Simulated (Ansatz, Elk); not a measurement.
## Bonding as seen by X-rays: LuHg3

The structure of LuHg3 used here is made up (a known structure type with other elements) and was relaxed beforehand with PBE. The aim is the Fourier transform of its all-electron density, F(hkl), set beside the sum over free spherical atoms that refinements use.

Calculated with Elk 11.2.3 (patched build); DFT, PBE, all-electron APW+lo, Dirac cores, scalar-relativistic bands, static density, no spin.

The structure was built from a prototype and need not be the compound's stable phase.

## (1) The starting structure

Symmetry: Fm-3m, No. 225, cubic system. Conventional cell: a = 7.203 Å, b = 7.203 Å, c = 7.203 Å, α = 90.00°, β = 90.00°, γ = 90.00°. Hg has 4 Lu at 3.12 Å and 4 Hg at 3.12 Å nearest. Nearest to Hg lie 8 Hg at 3.12 Å. Nearest to Lu lie 8 Hg at 3.12 Å. Farther neighbours are not listed.

Coordinates:

```cif
data_structure
_symmetry_space_group_name_H-M 'P 1'
_symmetry_Int_Tables_number 1
_cell_length_a 5.0935
_cell_length_b 5.0935
_cell_length_c 5.0935
_cell_angle_alpha 60.000
_cell_angle_beta 60.000
_cell_angle_gamma 60.000
_cell_volume 93.44
loop_
_atom_site_label
_atom_site_type_symbol
_atom_site_fract_x
_atom_site_fract_y
_atom_site_fract_z
_atom_site_occupancy
Hg1 Hg 0.75000 0.75000 0.75000 1
Hg2 Hg 0.50000 0.50000 0.50000 1
Hg3 Hg 0.25000 0.25000 0.25000 1
Lu4 Lu 0.00000 0.00000 0.00000 1
```

## (2) Ground state and structure factors

An all-electron density is needed, since X-rays see the cores too. Task 0 finds the density and task 195 Fourier-transforms it; tshift is off so that phases refer to the origin typed.

Contents of elk.in:

```
tasks
  0
  195

xctype
  20

spinpol
  .false.

rgkmax
  7.0

gmaxvr
  14.0

lmaxo
  7

lmaxapw
  8

swidth
  0.002

tshift
  .false.

ramdisk
  .false.

hmaxvr
  5.5

maxscl
  120

epspot
  1e-06

sppath
  './'

avec
  -0.00000000000 6.80617751973 6.80617751973
  6.80617751973 0.00000000000 6.80617751973
  6.80617751973 6.80617751973 0.00000000000

atoms
  2
  'Hg.in'
  3
  0.7500000000 0.7500000000 0.7500000000   0.000000 0.000000 0.000000
  0.5000000000 0.5000000000 0.5000000000   0.000000 0.000000 0.000000
  0.2500000000 0.2500000000 0.2500000000   0.000000 0.000000 0.000000
  'Lu.in'
  1
  -0.0000000000 0.0000000000 0.0000000000   0.000000 0.000000 0.000000

ngridk
  6 6 6
```

The run is started by

```sh
$ OMP_NUM_THREADS=4 elk
```

Numbers of over 12 decimals in the logs are rounded to 6 here.

The log of the run:

```text
┌─────────────────────────┐
│ Elk code version 11.2.3 │
└─────────────────────────┘

All units are atomic (Hartree, Bohr, etc.)

┌─────────────────────────────────────────────────┐
│ Ground-state run starting from atomic densities │
└─────────────────────────────────────────────────┘

Lattice vectors :
  -0.000000000       6.806177520       6.806177520
   6.806177520       0.000000000       6.806177520
   6.806177520       6.806177520       0.000000000

Reciprocal lattice vectors :
 -0.4615795936      0.4615795936      0.4615795936
  0.4615795936     -0.4615795936      0.4615795936
  0.4615795936      0.4615795936     -0.4615795936

Unit cell volume      :    630.5794485
Brillouin zone volume :   0.3933686929

Muffin-tin inner radius fraction :   0.1000000000E-01

Nuclei treated as point charges

Species : 1 (Hg)
 parameters loaded from : Hg.in
 name : mercury
 nuclear charge    :   -80.00000000
 electronic charge :    80.00000000
 atomic mass :    365653.2015
 muffin-tin radius :    2.800000000
 number of radial points in muffin-tin :   1393
 inner part over the whole radius :   0.9911313582E-02
 number on inner part of muffin-tin    :   1000
 approximate nuclear radius :   0.1038385165E-03
 number of mesh points to nuclear radius :    524
 atomic positions (lattice), magnetic fields (Cartesian) :
  1 :  -0.25000000 -0.25000000 -0.25000000    0.00000000  0.00000000  0.00000000
  2 :   0.50000000  0.50000000  0.50000000    0.00000000  0.00000000  0.00000000
  3 :   0.25000000  0.25000000  0.25000000    0.00000000  0.00000000  0.00000000

Species : 2 (Lu)
 parameters loaded from : Lu.in
 name : lutetium
 nuclear charge    :   -71.00000000
 electronic charge :    71.00000000
 atomic mass :    318945.3298
 muffin-tin radius :    2.800000000
 number of radial points in muffin-tin :   1393
 inner part over the whole radius :   0.9962478555E-02
 number on inner part of muffin-tin    :    999
 approximate nuclear radius :   0.9954169502E-04
 number of mesh points to nuclear radius :    517
 atomic positions (lattice), magnetic fields (Cartesian) :
  1 :   0.00000000  0.00000000  0.00000000    0.00000000  0.00000000  0.00000000

Total number of atoms per unit cell :    4
Total muffin-tin volume :    367.8092903
 ratio of muffin-tin to unit cell volume :   0.5832877858

Spin treatment :
 spin-unpolarised

Number of Bravais lattice symmetries :   48
Number of crystal symmetries         :   48
Crystal has inversion symmetry
Real symmetric eigensolver will be used

k-point grid :      6     6     6
k-point offset :    0.000000000       0.000000000       0.000000000
k-point set is reduced with full crystal symmetry group
Total number of k-points :       16

Muffin-tin radius times maximum |G+k| :    7.000000000
 using average radius
Maximum |G+k| for APW functions       :    2.500000000
Maximum (1/2)|G+k|²                   :    3.125000000
Maximum |G| for potential and density :    14.00000000
Constant for pseudocharge density :   10
 order of it for each species :   17  17
 order of it for pair densities of each species (exact exchange by exxq0 0: 18) :   10  10
Radial integration step length :    1

G-vector grid sizes :     45    45    45
Number of G-vectors :    29123

Maximum angular momentum used for
 APW functions            :    8
 outer part of muffin-tin :    7
 inner part of muffin-tin :    2

Total nuclear charge    :   -311.0000000
Total core charge       :    232.0000000
Total valence charge    :    79.00000000
Total excess charge     :    0.000000000
Total electronic charge :    311.0000000

Effective Wigner radius, rₛ :   0.7851698320

Number of empty states         :     16
Total number of valence states :     56
Total number of core states    :    232

Third-order local-orbitals added for an l without core states : T
Total number of local-orbitals :     85

Exchange-correlation functional :     20     0     0
 Perdew-Burke-Ernzerhof, Phys. Rev. Lett. 77, 3865 (1996)
 gradient requirement :    1
[...]
xc potential                :     -1854.8524406002
 exchange                    :     -1403.7062927563
 correlation                 :     -19.010083023818
 electron entropic           :    -0.56109622854042E-03
 total energy                :     -73568.169663014

Density of states at Fermi energy :    40.89896650
 (states/Hartree/unit cell)

Estimated indirect band gap :   0.3398554769E-02
 from k-point 6 to k-point 16
Estimated direct band gap   :   0.2446068550E-01
 at k-point 8

Charges :
 core                        :    232.0000000
 valence                     :    79.00000000
 interstitial                :    5.224501852
 muffin-tins (core leakage)
  species : 1 (Hg)
   atom 1                    :    78.93338174     (  0.7577085860E-04)
   atom 2                    :    78.83167237     (  0.7512778569E-04)
[...]
species : 2 (Lu)
[...]
total in muffin-tins        :    305.7754981
 total calculated charge     :    310.9993528
 total charge                :    311.0000000
 error                       :   0.6471615993E-03

RMS change in Kohn-Sham potential (target) :   0.1788557608     (  0.1000000000E-05)
Absolute change in total energy (target)   :   0.8431590334     (  0.1000000000E-03)

[... loops 3 to 14 left out ...]

┌──────────────────┐
│ Loop number : 15 │
└──────────────────┘

Energies :
 Fermi                       :     0.241136
 sum of occupied eigenvalues :     -45268.923502175
 electron kinetic            :      84324.135036226
 core electron kinetic       :      83214.558813779
 Coulomb                     :     -156467.27097702
 Coulomb potential           :     -127730.19258703
 nuclear-nuclear             :     -6472.7643965849
 electron-nuclear            :     -172399.74239935
 Hartree                     :      22405.235818910
 Madelung                    :     -92602.174683510
 xc potential                :     -1862.8659513709
 exchange                    :     -1404.5037332262
 correlation                 :     -19.016203094082
 electron entropic           :    -0.47196542736089E-03
 total energy                :     -73566.656349085

Density of states at Fermi energy :    33.36584613
 (states/Hartree/unit cell)

Estimated indirect band gap :   0.4714577401E-02
 from k-point 6 to k-point 16
Estimated direct band gap   :   0.2179203464E-01
 at k-point 8

Charges :
 core                        :    232.0000000
 valence                     :    79.00000000
 interstitial                :    4.906966844
 muffin-tins (core leakage)
  species : 1 (Hg)
[...]
species : 2 (Lu)
[...]
total in muffin-tins        :    306.0930332
 total calculated charge     :    310.9993682
 total charge                :    311.0000000
 error                       :   0.6317877763E-03

RMS change in Kohn-Sham potential (target) :   0.2010727546E-06 (  0.1000000000E-05)
Absolute change in total energy (target)   :   0.5334372690E-04 (  0.1000000000E-03)

Convergence targets achieved

┌──────────────────┐
│ Loop number : 16 │
└──────────────────┘

Energies :
 Fermi                       :     0.241136
 sum of occupied eigenvalues :     -45268.923488362
 electron kinetic            :      84324.135043918
 core electron kinetic       :      83214.558812947
 Coulomb                     :     -156467.27096540
 Coulomb potential           :     -127730.19257910
 nuclear-nuclear             :     -6472.7643965849
 electron-nuclear            :     -172399.74238565
 Hartree                     :      22405.235816830
 Madelung                    :     -92602.174675852
 xc potential                :     -1862.8659531749
 exchange                    :     -1404.5037330809
 correlation                 :     -19.016203068517
 electron entropic           :    -0.47196527364829E-03
 total energy                :     -73566.656329601

Density of states at Fermi energy :    33.36583490
 (states/Hartree/unit cell)

Estimated indirect band gap :   0.4714579738E-02
 from k-point 6 to k-point 16
Estimated direct band gap   :   0.2179203038E-01
 at k-point 8

Charges :
 core                        :    232.0000000
 valence                     :    79.00000000
 interstitial                :    4.906966178
 muffin-tins (core leakage)
  species : 1 (Hg)
[...]
atom 2                    :    78.94888907     (  0.7040944340E-04)
   atom 3                    :    79.03838325     (  0.7061945696E-04)
  species : 2 (Lu)
   atom 1                    :    69.06737825     (  0.3143959759E-06)
 total in muffin-tins        :    306.0930338
 total calculated charge     :    310.9993682
 total charge                :    311.0000000
 error                       :   0.6317878305E-03

┌──────────────────────────────┐
│ Self-consistent loop stopped │
└──────────────────────────────┘

Wrote STATE.OUT
```

It took 24 s on 4 threads of Arm Neoverse V2, shared host; peak memory 0.2 GiB; 59 s of CPU time.

SFACRHO.OUT:

```text

h k l indices transformed by vhmat matrix:
   1.000000000       0.000000000       0.000000000    
   0.000000000       1.000000000       0.000000000    
   0.000000000       0.000000000       1.000000000    

      h      k      l  multipl.   |H|            Re(F)            Im(F)           |F|

      0      0      0      1   0.0000000       311.00000      0.24296276E-16   311.00000    
      1      1      1      8  0.79947931      -9.0586415      0.15748610E-12   9.0586415    
      0     -1     -1      6  0.92315919      -8.8844496      0.81590387E-13   8.8844496    
      1      2      1     12   1.3055442       264.83576     -0.15436327E-12   264.83576    
      0     -1     -2     24   1.5308863      -7.5692445     -0.14002530E-12   7.5692445    
     -2      0      0      8   1.5989586      -7.3429157      0.73422954E-13   7.3429157    
      2      2      0      6   1.8463184       239.97124     -0.14024097E-12   239.97124    
     -3     -1     -1     24   2.0119788      -6.8451908     -0.25378206E-12   6.8451908    
     -1      1      2     24   2.0642467      -6.8327859     -0.67278251E-13   6.8327859    
      2      3      3     24   2.2612690       222.37231     -0.25983195E-12   222.37231    
      3      1      3     24   2.3984379      -6.6676593      0.24503446E-12   6.6676593    
      0      0      3      8   2.3984379      -6.7061413      0.12257857E-12   6.7061413    
      0     -2      2     12   2.6110885       208.62278     -0.21762887E-13   208.62278    
     -4     -1     -2     48   2.7307417      -6.5165587     -0.23626766E-12   6.5165587    
     -1      3      0     24   2.7694776      -6.4786490     -0.12746259E-13   6.4786490    
      3      3      0      6   2.7694776      -6.5241129     -0.22419121E-12   6.5241129    
     -4     -1     -3     24   2.9192857       197.44213      0.23087968E-12   197.44213    
      4      1      0     24   3.0267798      -6.3858103      0.12250638E-12   6.3858103
```

Elk indexes on the primitive cell of elk.in and gives |H| = 4π sin θ/λ in inverse bohr. Below, one row stands for each form hkl of the conventional cell (m members, Friedel mates merged), F is for one primitive cell and the density is static (no thermal factor). Free-atom factors are Waasmaier and Kirfel's, and R is Σm||F|−|F'||/Σm|F|.

| hkl | m | sin θ/λ (Å⁻¹) | abs F, DFT | neutral atoms | diff. |
| --- | --- | --- | --- | --- | --- |
| 111 | 8 | 0.120 | 9.059 | 9.120 | -0.061 |
| 200 | 6 | 0.139 | 8.884 | 8.907 | -0.023 |
| 220 | 12 | 0.196 | 264.836 | 265.410 | -0.574 |
| 311 | 24 | 0.230 | 7.569 | 7.521 | +0.048 |
| 222 | 8 | 0.240 | 7.343 | 7.399 | -0.056 |
| 400 | 6 | 0.278 | 239.971 | 240.446 | -0.475 |
| 331 | 24 | 0.303 | 6.845 | 6.877 | -0.032 |
| 420 | 24 | 0.310 | 6.833 | 6.832 | +0.001 |
| 422 | 24 | 0.340 | 222.372 | 222.624 | -0.252 |
| 511 | 24 | 0.361 | 6.668 | 6.597 | +0.070 |
| 333 | 8 | 0.361 | 6.706 | 6.597 | +0.109 |
| 440 | 12 | 0.393 | 208.623 | 208.737 | -0.114 |
| 531 | 48 | 0.411 | 6.517 | 6.416 | +0.101 |
| 442 | 24 | 0.416 | 6.479 | 6.397 | +0.082 |
| 600 | 6 | 0.416 | 6.524 | 6.397 | +0.127 |
| 620 | 24 | 0.439 | 197.442 | 197.472 | -0.030 |
| 533 | 24 | 0.455 | 6.386 | 6.280 | +0.105 |
| 622 | 24 | 0.460 | 6.407 | 6.266 | +0.140 |

## (3) The highest occupied states alone

An energy window below the Fermi level keeps the highest occupied states, to see at which angles they scatter; shallow core shells can lie inside it and anion s states outside. No new self-consistency is needed.

Changes to elk.in since step 2:

```diff
@@ -1,3 +1,2 @@
 tasks
-  0
   195
@@ -40,2 +39,5 @@
 
+wsfac
+  -0.199860 0.541140
+
 sppath
```

The run is started by

```sh
$ OMP_NUM_THREADS=4 elk
```

The log of the run:

```text
┌─────────────────────────────────┐
│ Elk code version 11.2.3 started │
└─────────────────────────────────┘

Info(readinput): the functional depends on the density's gradient
 muffin-tin radial points multiplied by    2.00000
 (not where nrmtscf is given)

┌────────────────────┐
│ Current task : 195 │
└────────────────────┘

Info(sfacrho): density structure factors written to SFACRHO.OUT

 Energy window :  -0.1998600000      0.5411400000

┌──────────────────┐
│ Elk code stopped │
└──────────────────┘
```

The job ended after 10 s (4 threads; peak memory 0.16 GiB; 14 s of CPU time).

States within 12 eV below the Fermi level hold 53.00 electrons; any levels below the window count with the cores. Their amplitudes can exceed the total, where window and core parts have opposite phase:

| hkl | sin θ/λ (Å⁻¹) | abs F, window | abs F, all |
| --- | --- | --- | --- |
| 111 | 0.120 | 5.410 | 9.059 |
| 200 | 0.139 | 5.695 | 8.884 |
| 220 | 0.196 | 26.018 | 264.836 |
| 311 | 0.230 | 7.298 | 7.569 |
| 222 | 0.240 | 7.516 | 7.343 |
| 400 | 0.278 | 16.494 | 239.971 |
| 331 | 0.303 | 7.739 | 6.845 |
| 420 | 0.310 | 7.694 | 6.833 |
| 422 | 0.340 | 11.532 | 222.372 |
| 511 | 0.361 | 7.340 | 6.668 |

[end of part 1 of 2]

[Logs are printed without paths, hosts, clocks, repeated set-up lines and the standing remarks that a program may print on its own settings, such as how far it seeks lower states.]

[Hosts, paths, dates, database ids (printed as entryN), source tags and the programs' standing remarks are cut or masked in the printed files.]
